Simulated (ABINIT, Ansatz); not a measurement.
# PbF2 (Fluorocronite): G0W0 with ABINIT, start to end, part 2 of 2

Wanted: ground state, empty states, screening and self-energy for PbF2 (Fluorocronite).

ABINIT 10.8.3; LDA and many-body steps on it, plane waves. Known limits of the many-body steps: not at the basis limit; exchange with frozen shells missing; no spin-orbit coupling; coarse k mesh.

So far. Step 2 (Ground state): The gap is indirect, with the least direct gap 0.14 eV higher. Step 3 (Bands along the symmetry lines): The gap is 4.267 eV, −0.019 eV from the run before at this level.

The database entry behind the starting cell differs from later determinations by our own check (0.1 to 0.3 % short, probably kX units), so it need not match the best structure at ambient conditions.

## Step 4: Empty states on the mesh, 4×4×4 mesh, 66 bands

Level of this step: DFT, LDA, plane waves, norm-conserving pseudopotentials (ABINIT).

The sums over transitions need many empty states on a uniform mesh; this step solves for them.

File run.abi:

```
acell 3*1.0 Angstrom
rprim 
  -0.000000000000 2.963660000000 2.963660000000
  2.963660000000 0.000000000000 2.963660000000
  2.963660000000 2.963660000000 -0.000000000000
ntypat 2
znucl 82 9
natom 3
typat 1 2 2
xred 
  0.000000000000 0.000000000000 0.000000000000
  0.250000000000 0.250000000000 0.250000000000
  0.750000000000 0.750000000000 0.750000000000
pp_dirpath "pseudos"
pseudos "Pb.upf, F.upf"
ecut 36
ngkpt 4 4 4
nshiftk 1
shiftk 0 0 0
kptopt 1
chksymbreak 0
iscf -2
irdden 1
istwfk *1
nband 66
nbdbuf 6
tolwfr 1e-09
nstep 60
prtvol 0
indata_prefix "in"
outdata_prefix "out"
tmpdata_prefix "tmp"
```

On the command line:

```sh
$ OMP_NUM_THREADS=1 mpirun -n 4 abinit run.abi > log
```

Numbers of over 12 decimals in the logs are rounded to 6 here.

What it wrote:

```text
.Version 10.8.3 of ABINIT. v10.8.2 released Aug 2026.

 Symmetries : space group Fm -3 m (#225); Bravais cF (face-center cubic)
[... echo of the input left out ...]
== DATASET  1 ==================================================================
-   mpi_nproc: 4, omp_nthreads: 1 (-1 if OMP is not activated)

--- !DatasetInfo
iteration_state: {dtset: 1, }
dimensions: {natom: 3, nkpt: 8, mband: 66, nsppol: 1, nspinor: 1, nspden: 1, mpw: 3695, }
cutoff_energies: {ecut:  36.0, pawecutdg:  -1.0, }
electrons: {nelect:   2.80000000E+01, charge:   0.00000000E+00, occopt:   1.00000000E+00, tsmear:   1.00000000E-02, }

 Real(R)+Recip(G) space primitive vectors, cartesian coordinates (Bohr,Bohr^-1):
 R(1)=  0.0000000  5.6005057  5.6005057  G(1)= -0.0892777  0.0892777  0.0892777
 R(2)=  5.6005057  0.0000000  5.6005057  G(2)=  0.0892777 -0.0892777  0.0892777
 R(3)=  5.6005057  5.6005057  0.0000000  G(3)=  0.0892777  0.0892777 -0.0892777
 Unit cell volume ucvol=  3.5132717E+02 bohr^3
 Angles (23,13,12)=  6.00000000E+01  6.00000000E+01  6.00000000E+01 degrees

 getcut: wavevector=  0.0000  0.0000  0.0000  ngfft=  45  45  45
         ecut(hartree)=     36.000   => boxcut(ratio)=   2.05681

--- Pseudopotential description ------------------------------------------------
- Pb Generated using ONCVPSP code by D. R. Hamann
- 82.00000  14.00000  180309                  znucl, zion, pspdat
12 -1012 2 -1 1638                            pspcod,pspxc,lmax,lloc,mmax
     nproj     2     2     2
  pspatm : epsatm=   44.14136491
         --- l  ekb(1:nproj) -->
             0    6.261251    1.210156
             1    4.271695    0.573698
             2   -3.250355   -0.847110
 pspatm: atomic psp has been read  and splines computed

- F Generated using ONCVPSP code by D. R. Hamann
-  9.00000   7.00000  201202                  znucl, zion, pspdat
12 -1012 2 -1 824                             pspcod,pspxc,lmax,lloc,mmax
     nproj     2     2     1
  pspatm : epsatm=    4.94580260
         --- l  ekb(1:nproj) -->
[...]
2   -2.364936
 pspatm: atomic psp has been read  and splines computed

--------------------------------------------------------------------------------

================================================================================
 prteigrs : about to open file out_EIG
 Non-SCF case, kpt    1 (  0.00000  0.00000  0.00000), residuals and eigenvalues=
  5.54E-10  4.64E-10  2.02E-10  2.56E-10  3.33E-10  3.46E-10  3.83E-10  6.10E-10
  2.11E-10  1.75E-10  2.88E-10  2.24E-10  5.47E-10  6.37E-10  2.67E-10  4.11E-10
  4.66E-10  2.75E-10  1.19E-10  5.85E-10  1.36E-10  2.04E-10  4.08E-10  1.92E-10
[...]
1.22E-07  1.10E-04
 -7.3576E-01 -7.1109E-01 -4.9929E-01 -4.9929E-01 -4.9929E-01 -4.9660E-01
 -4.9660E-01 -1.5044E-01 -6.7715E-02 -6.7715E-02 -6.7715E-02 -4.9297E-02
 -4.9297E-02 -4.9297E-02  2.6561E-01  2.6561E-01  2.6561E-01  4.0073E-01
[...]
1.6471E+00  1.6539E+00  1.6539E+00  1.6539E+00  1.7644E+00  1.7644E+00
  1.7786E+00  1.7786E+00  1.7786E+00  1.9643E+00  1.9643E+00  1.9706E+00
 prteigrs : prtvol=0 or 1, do not print more k-points.

--- !ResultsGS
iteration_state: {dtset: 1, }
comment   : Summary of ground state results
lattice_vectors:
- [ -0.0000000,   5.6005057,   5.6005057, ]
- [  5.6005057,   0.0000000,   5.6005057, ]
- [  5.6005057,   5.6005057,  -0.0000000, ]
lattice_lengths: [   7.92031,    7.92031,    7.92031, ]
lattice_angles: [ 60.000,  60.000,  60.000, ] # degrees, (23, 13, 12)
lattice_volume:   3.5132717E+02
convergence: {deltae:  0.000E+00, res2:  0.000E+00, residm:  9.930E-10, diffor:  0.000E+00, }
etotal    :  -1.19498104E+02
entropy   :   0.00000000E+00
fermie    :   2.19087993E-02
cartesian_stress_tensor: null
pressure_GPa: null
xred      :
- [  0.0000E+00,   0.0000E+00,   0.0000E+00, Pb]
- [  2.5000E-01,   2.5000E-01,   2.5000E-01,  F]
- [  7.5000E-01,   7.5000E-01,   7.5000E-01,  F]
cartesian_forces: null
force_length_stats: {min: null, max: null, mean: null, }

 Integrated electronic density in atomic spheres:
 ------------------------------------------------
 Atom  Sphere_radius  Integrated_density
[...]
================================================================================

 ----iterations are completed or convergence reached----

 Mean square residual over all n,k,spin=   45.978E-11; max=  99.297E-11
 reduced coordinates (array xred) for    3 atoms
[...]
0.250000000000      0.250000000000      0.250000000000
       0.750000000000      0.750000000000      0.750000000000

 cartesian coordinates (angstrom) at end:
    1      0.000000     0.000000     0.000000
    2      1.481830     1.481830     1.481830
    3      4.445490     4.445490     4.445490
 length scales=  1.889726125908  1.889726125908  1.889726125908 bohr
              =  1.000000000000  1.000000000000  1.000000000000 angstroms
 prteigrs : about to open file out_EIG
 Eigenvalues (hartree) for nkpt=   8  k points:
 kpt#   1, nband= 66, wtk=  0.01563, kpt=  0.0000  0.0000  0.0000 (reduced coord)
[...]
1.56743    1.56743    1.56743    1.64208    1.64208    1.64208    1.64715    1.65389
   1.65389    1.65389    1.76439    1.76439    1.77861    1.77861    1.77861    1.96434
   1.96434    1.97061
 prteigrs : prtvol=0 or 1, do not print more k-points.

== END DATASET(S) ==============================================================
================================================================================

 -outvars: echo values of variables after computation  --------
            nband          66
             nkpt           8
          spgroup         225
 [... the other variables as echoed above ...]

 Calculation completed.
```

Run time: 23 s. Hardware: 4 MPI ranks of Arm Neoverse N1, shared host; peak memory 0.3 GiB.

Numbers from this step:

```yaml
gap: 4.267 eV
k_of_the_valence_top: -0.25, 0.5, 0.25
k_of_the_conduction_bottom: 0.5, 0.5, 0
least_direct_gap: 4.425 eV
k_points_computed: 8
lowest_point_of_the_top_converged_band_above_the_valence_top: 47.40 eV
```

On this mesh the gap is 4.267 eV.

## Step 5: Screening, 4×4×4 mesh, 60 bands, screening to 119.7 eV

The RPA dielectric matrix is built and inverted for each q.

This step: RPA screening on LDA, plane waves, norm-conserving pseudopotentials.

run.abi, as its differences from that of step 4:

```diff
@@ -21,10 +21,11 @@
 chksymbreak 0
-iscf -2
-irdden 1
 istwfk *1
-nband 66
-nbdbuf 6
-tolwfr 1e-09
-nstep 60
-prtvol 0
+occopt 1
+irdwfk 1
+optdriver 3
+nband 60
+ecuteps 4.4
+inclvkb 2
+awtr 1
+symchi 1
 indata_prefix "in"
```

What it wrote:

```text
.Version 10.8.3 of ABINIT. v10.8.2 released Aug 2026.

 Symmetries : space group Fm -3 m (#225); Bravais cF (face-center cubic)
[... echo of the input left out ...]
== DATASET  1 ==================================================================
-   mpi_nproc: 4, omp_nthreads: 1 (-1 if OMP is not activated)

--- !DatasetInfo
iteration_state: {dtset: 1, }
dimensions: {natom: 3, nkpt: 8, mband: 60, nsppol: 1, nspinor: 1, nspden: 1, mpw: 3695, }
cutoff_energies: {ecut:  36.0, pawecutdg:  -1.0, }
electrons: {nelect:   2.80000000E+01, charge:   0.00000000E+00, occopt:   1.00000000E+00, tsmear:   1.00000000E-02, }

 SCREENING: Calculation of the susceptibility and dielectric matrices

 Based on a program developped by R.W. Godby, V. Olevano, G. Onida, and L. Reining.
 Incorporated in ABINIT by V. Olevano, G.-M. Rignanese, and M. Torrent.
.Using double precision arithmetic ; gwpc =  8

[... cell and pseudopotentials left out ...]
--------------------------------------------------------------------------------

 ==== K-mesh for the wavefunctions ====
 Number of points in the irreducible wedge :     8
[... list of points left out ...]
 Together with 48 symmetry operations and time-reversal symmetry
 yields    64 points in the full Brillouin Zone.

 ==== Q-mesh for the screening function ====
 Number of points in the irreducible wedge :     8
[... list of points left out ...]
 Together with 48 symmetry operations and time-reversal symmetry
 yields    64 points in the full Brillouin Zone.

 setmesh: FFT mesh size selected  =    30x   30x   30
          total number of points  =        27000

 vcoul_init : cutoff-mode = AUXILIARY_FUNCTION
 q-points for optical limit:   1
     1)      0.000010    0.000020    0.000030

- screening: taking advantage of time-reversal symmetry
- Maximum band index for partially occupied states nbvw = 14
- Remaining bands to be divided among processors   nbcw = 46
- Number of bands treated by each node ~11

 Number of electrons calculated from density =   28.0000; Expected =   28.0000
 average of density, n =  0.079698
 r_s =    1.4415
 omega_plasma =   27.2320 [eV]

 calculating chi0 at frequencies [eV] :
  1    0.000000E+00    0.000000E+00
  2    0.000000E+00    2.723195E+01

--------------------------------------------------------------------------------
  q-point number  1        q = ( 0.000000, 0.000000, 0.000000) [r.l.u.]
--------------------------------------------------------------------------------
[... chi0 elements left out ...]
 For q-point:  0.000010 0.000020 0.000030
  dielectric constant =   3.2725
  dielectric constant without local fields =   3.8897

  Average fulfillment of the sum rule on Im[epsilon] for q-point    1 :     49.55  [%]
[... wings left out ...]
  q-point number  2        q = ( 0.250000, 0.000000, 0.000000) [r.l.u.]
--------------------------------------------------------------------------------
[... chi0 elements left out ...]
  Average fulfillment of the sum rule on Im[epsilon] for q-point    2 :     75.35  [%]

 [... 6 further q-points ...]
```

Wall time 32 s (4 MPI ranks); peak memory 0.76 GiB.

This step gave:

* ε∞ with local fields, on this mesh, along the program's q direction: 3.272
* the same without local fields: 3.890
* plasma frequency: 27.23 eV
* plane waves in the screening matrix: 169

Local fields lower ε∞ by 16 %. On a Γ-centred mesh this coarse the value itself is usually too large, while a short band sum pulls it down.

## Step 6: Self-energy, 4×4×4 mesh, 60 bands, screening to 119.7 eV

The self-energy is evaluated for the states that the input lists, and the levels follow from it, in one-shot runs by the linearised quasiparticle equation.

This step: G0W0 on LDA, plane waves, norm-conserving pseudopotentials.

run.abi, as its differences from that of step 5:

```diff
@@ -24,8 +24,19 @@
 irdwfk 1
-optdriver 3
+optdriver 4
 nband 60
+gwcalctyp 0
+ecutsigx 36
+symsigma 1
+nkptgw 3
+kptgw 
+  -0.2500000000 0.5000000000 0.2500000000
+  0.5000000000 0.5000000000 0.0000000000
+  0.0000000000 0.0000000000 0.0000000000
+bdgw 
+  13 16
+  13 17
+  12 17
 ecuteps 4.4
-inclvkb 2
-awtr 1
-symchi 1
+irdscr 1
+ppmodel 1
 indata_prefix "in"
```

What it wrote:

```text
.Version 10.8.3 of ABINIT. v10.8.2 released Aug 2026.

 Symmetries : space group Fm -3 m (#225); Bravais cF (face-center cubic)
[... echo of the input left out ...]
== DATASET  1 ==================================================================
-   mpi_nproc: 4, omp_nthreads: 1 (-1 if OMP is not activated)

--- !DatasetInfo
iteration_state: {dtset: 1, }
dimensions: {natom: 3, nkpt: 8, mband: 60, nsppol: 1, nspinor: 1, nspden: 1, mpw: 3695, }
cutoff_energies: {ecut:  36.0, pawecutdg:  -1.0, }
electrons: {nelect:   2.80000000E+01, charge:   0.00000000E+00, occopt:   1.00000000E+00, tsmear:   1.00000000E-02, }

 SIGMA: Calculation of the GW corrections

 Based on a program developped by R.W. Godby, V. Olevano, G. Onida, and L. Reining.
 Incorporated in ABINIT by V. Olevano, G.-M. Rignanese, and M. Torrent.
.Using double precision arithmetic ; gwpc =  8

[... cell and pseudopotentials left out ...]
--------------------------------------------------------------------------------

 ==== K-mesh for the wavefunctions ====
 Number of points in the irreducible wedge :     8
[... list of points left out ...]
 Together with 48 symmetry operations and time-reversal symmetry
 yields    64 points in the full Brillouin Zone.

 ==== Q-mesh for screening function ====
 Number of points in the irreducible wedge :     8
[... list of points left out ...]
 Together with 48 symmetry operations and time-reversal symmetry
 yields    64 points in the full Brillouin Zone.

 vcoul_init : cutoff-mode = AUXILIARY_FUNCTION
 q-points for optical limit:   1
     1)      0.000010    0.000020    0.000030
 setmesh: FFT mesh size selected  =    45x   45x   45
          total number of points  =        91125

 Number of electrons calculated from density =   28.0000; Expected =   28.0000
 average of density, n =  0.079698
 r_s =    1.4415
 omega_plasma =   27.2320 [eV]

 === KS Band Gaps ===
  >>>> For spin  1
   Minimum direct gap =   4.4251 [eV], located at k-point      :   0.5000  0.5000  0.0000
   Fundamental gap    =   4.2672 [eV], Top of valence bands at :  -0.2500  0.5000  0.2500
                                       Bottom of conduction at :   0.5000  0.5000  0.0000
 SIGMA fundamental parameters:
 PLASMON POLE MODEL  1
 number of plane-waves for SigmaX                 3695
 number of plane-waves for SigmaC and W            169
 number of plane-waves for wavefunctions          3695
 number of bands                                    60
 number of independent spin polarizations            1
 number of spinorial components                      1
 number of k-points in IBZ                           8
 number of q-points in IBZ                           8
 number of symmetry operations                      48
 number of k-points in BZ                           64
 number of q-points in BZ                           64
 number of frequencies for dSigma/dE                 9
 frequency step for dSigma/dE [eV]                0.25
 number of omega for Sigma on real axis              0
 max omega for Sigma on real axis  [eV]           0.00
 zcut for avoiding poles [eV]                     0.10

 EPSILON^-1 parameters (SCR file):
 dimension of the eps^-1 matrix on file            169
 dimension of the eps^-1 matrix used               169
 number of plane-waves for wavefunctions          3695
 number of bands                                    60
 number of q-points in IBZ                           8
 number of frequencies                               2
 number of real frequencies                          1
 number of imag frequencies                          1

 matrix elements of self-energy operator (all in [eV])

 Perturbative Calculation

--- !SelfEnergy_ee
iteration_state: {dtset: 1, }
kpoint     : [  -0.250,    0.500,    0.250, ]
spin       : 1
KS_gap     :    5.924
QP_gap     :    8.265
Delta_QP_KS:    2.341
data: !SigmaeeData |
     Band     E0 <VxcDFT>   SigX SigC(E0)      Z dSigC/dE  Sig(E)    E-E0       E
       13  -0.846 -22.437 -29.976   6.197   0.761  -0.315 -23.457  -1.020  -1.866
       14   0.615 -20.196 -25.158   3.667   0.798  -0.253 -21.230  -1.033  -0.418
       15   6.539 -13.276  -9.437  -2.290   0.844  -0.185 -11.968   1.308   7.847
       16   6.539 -13.276  -9.437  -2.290   0.844  -0.185 -11.968   1.308   7.847

--- !SelfEnergy_ee
iteration_state: {dtset: 1, }
kpoint     : [   0.500,    0.500,    0.000, ]
spin       : 1
KS_gap     :    4.425
QP_gap     :    6.564
Delta_QP_KS:    2.139
data: !SigmaeeData |
     Band     E0 <VxcDFT>   SigX SigC(E0)      Z dSigC/dE  Sig(E)    E-E0       E
       13  -0.904 -22.346 -29.985   6.247   0.759  -0.318 -23.402  -1.056  -1.960
       14   0.457 -19.540 -24.344   3.496   0.802  -0.248 -20.589  -1.049  -0.592
       15   4.882 -11.197  -7.461  -2.466   0.858  -0.166 -10.107   1.090   5.972
       16   8.378 -14.781 -10.583  -2.361   0.831  -0.203 -13.255   1.526   9.904
       17   8.378 -14.781 -10.583  -2.361   0.831  -0.203 -13.255   1.526   9.904

--- !SelfEnergy_ee
iteration_state: {dtset: 1, }
kpoint     : [   0.000,    0.000,    0.000, ]
spin       : 1
KS_gap     :    8.569
QP_gap     :   10.935
Delta_QP_KS:    2.366
data: !SigmaeeData |
     Band     E0 <VxcDFT>   SigX SigC(E0)      Z dSigC/dE  Sig(E)    E-E0       E
       12  -1.341 -21.508 -29.150   6.168   0.758  -0.319 -22.625  -1.117  -2.458
       13  -1.341 -21.508 -29.150   6.168   0.758  -0.319 -22.625  -1.117  -2.458
       14  -1.341 -21.508 -29.150   6.168   0.758  -0.319 -22.625  -1.117  -2.458
       15   7.228 -11.086  -6.952  -2.672   0.855  -0.170  -9.836   1.249   8.477
       16   7.228 -11.086  -6.952  -2.672   0.855  -0.170  -9.836   1.249   8.477
       17   7.228 -11.086  -6.952  -2.672   0.855  -0.170  -9.836   1.249   8.477

== END DATASET(S) ==============================================================
================================================================================

 -outvars: echo values of variables after computation  --------
           etotal      0.0000000000E+00
            nband          60
             nkpt           8
          spgroup         225
 [... the other variables as echoed above ...]

 Calculation completed.
```

The job ended after 13 s (4 MPI ranks; peak memory 0.78 GiB; 53 s of CPU time).

This step gave:

```
G0W0 gap on the points computed              : 6.390 eV
starting gap on the mesh                     : 4.267 eV
k of the valence top                         : -0.25, 0.5, 0.25
k of the conduction bottom                   : 0.5, 0.5, 0
Z at the valence top                         : 0.798
Z at the conduction bottom                   : 0.858
least direct G0W0 gap on the computed points : 6.564 eV
```

The gap on the mesh goes from 4.27 eV to 6.39 eV, a correction of +2.12 eV.

Limits: finite bands, cutoff and mesh; exchange with frozen shells missing; no spin-orbit coupling; coarse k mesh. v1 is the top filled band, c1 the lowest empty one. Levels before and after the correction, in eV, zero at the valence-band top of each column:

```tsv
	conduction bottom	valence top
Kohn-Sham	4.27	0.00
G0W0	6.39	0.00
```

```tsv
	level	energy (eV)
Kohn-Sham	(-0.25 0.5 0.25) v2	-1.461
Kohn-Sham	(-0.25 0.5 0.25) v1	0.000
Kohn-Sham	(-0.25 0.5 0.25) c1-c2	5.924
Kohn-Sham	(0.5 0.5 0) v2	-1.519
Kohn-Sham	(0.5 0.5 0) v1	-0.158
Kohn-Sham	(0.5 0.5 0) c1	4.267
Kohn-Sham	(0.5 0.5 0) c2-c3	7.763
G0W0	(-0.25 0.5 0.25) v2	-1.448
G0W0	(-0.25 0.5 0.25) v1	0.000
G0W0	(-0.25 0.5 0.25) c1-c2	8.265
G0W0	(0.5 0.5 0) v2	-1.542
G0W0	(0.5 0.5 0) v1	-0.174
G0W0	(0.5 0.5 0) c1	6.390
G0W0	(0.5 0.5 0) c2-c3	10.322
```

## Step 7: Where the time went

Times are wall times on 4 MPI ranks of Arm Neoverse N1, shared host, good to a factor of about two.

```tsv
step	time	share	memory (GiB)
ground state	22 s	18 %	0.33
bands along the symmetry lines	32 s	26 %	0.33
empty states on the mesh	23 s	19 %	0.3
screening	32 s	26 %	0.76
self-energy	13 s	11 %	0.78
```

## Step 8: What came out

```json
{
 "LDA gap": "4.27 eV, indirect",
 "G0W0 gap on the mesh": "6.39 eV",
 "GW settings": "4×4×4 mesh, 60 bands, screening to 119.7 eV, Godby-Needs plasmon pole",
 "known limits": "not at the basis limit; exchange with frozen shells missing; no spin-orbit coupling; coarse k mesh"
}
```

What this shows: G0W0 moves the gap on the mesh from 4.27 eV to 6.39 eV (+2.12 eV), with Z of 0.80 and 0.86 at the edges. Local fields lower the RPA ε∞ on this mesh from 3.89 to 3.27; a Γ-centred mesh this coarse tends to raise both, most where the direct gap is narrow, while a short band sum lowers them. Only 3 of the mesh's irreducible points were corrected, so a valley elsewhere could overtake. Bands and cutoff are finite, so the gap is not at the basis limit. The miss can reach some tenths of an eV and take either sign; the mesh is an error of its own. In the G0W0 run levels were corrected at 3 k points alone, so a gap called «on the mesh» is the least over those, and an edge elsewhere would be missed. The 4×4×4 mesh is coarse for this cell, which bears on the long-range parts of exchange and screening. Where an edge is built on 6p states of lead, bismuth or thallium, scalar-relativistic gaps usually stand too wide, by a few tenths to over one eV. The norm-conserving file of at least one element keeps a d shell over frozen s and p shells of the same row. Exchange with those shells is missing from the self-energy, an error of 0.3 to 0.9 eV in cases checked, whose sign depends on which edge lies on those atoms. The many-body steps are scalar-relativistic: spin-orbit coupling is not in them.

[Paths, hosts, dates, memory and timing lines, banners, echoed tables and standing remarks are left out of the program output.]

[Logs are printed without paths, hosts, clocks, repeated set-up lines and the standing remarks that a program may print on its own settings, such as how far it seeks lower states.]

[Runs of the session that timed out or met a known fault of the program may be left out.]

[Hosts, paths, dates, database ids (printed as entryN), source tags and the programs' standing remarks are cut or masked in the printed files.]

[G0W0 gaps are taken among the corrected bands and points alone; a level outside them can change the order at an edge.]

[Where Ansatz stands beside ABINIT at settings called matched, ABINIT's density can come from a denser mesh and the files from another edition; pairs whose starting gaps differed by over 0.03 eV were left out, so agreement reads better than it is.]
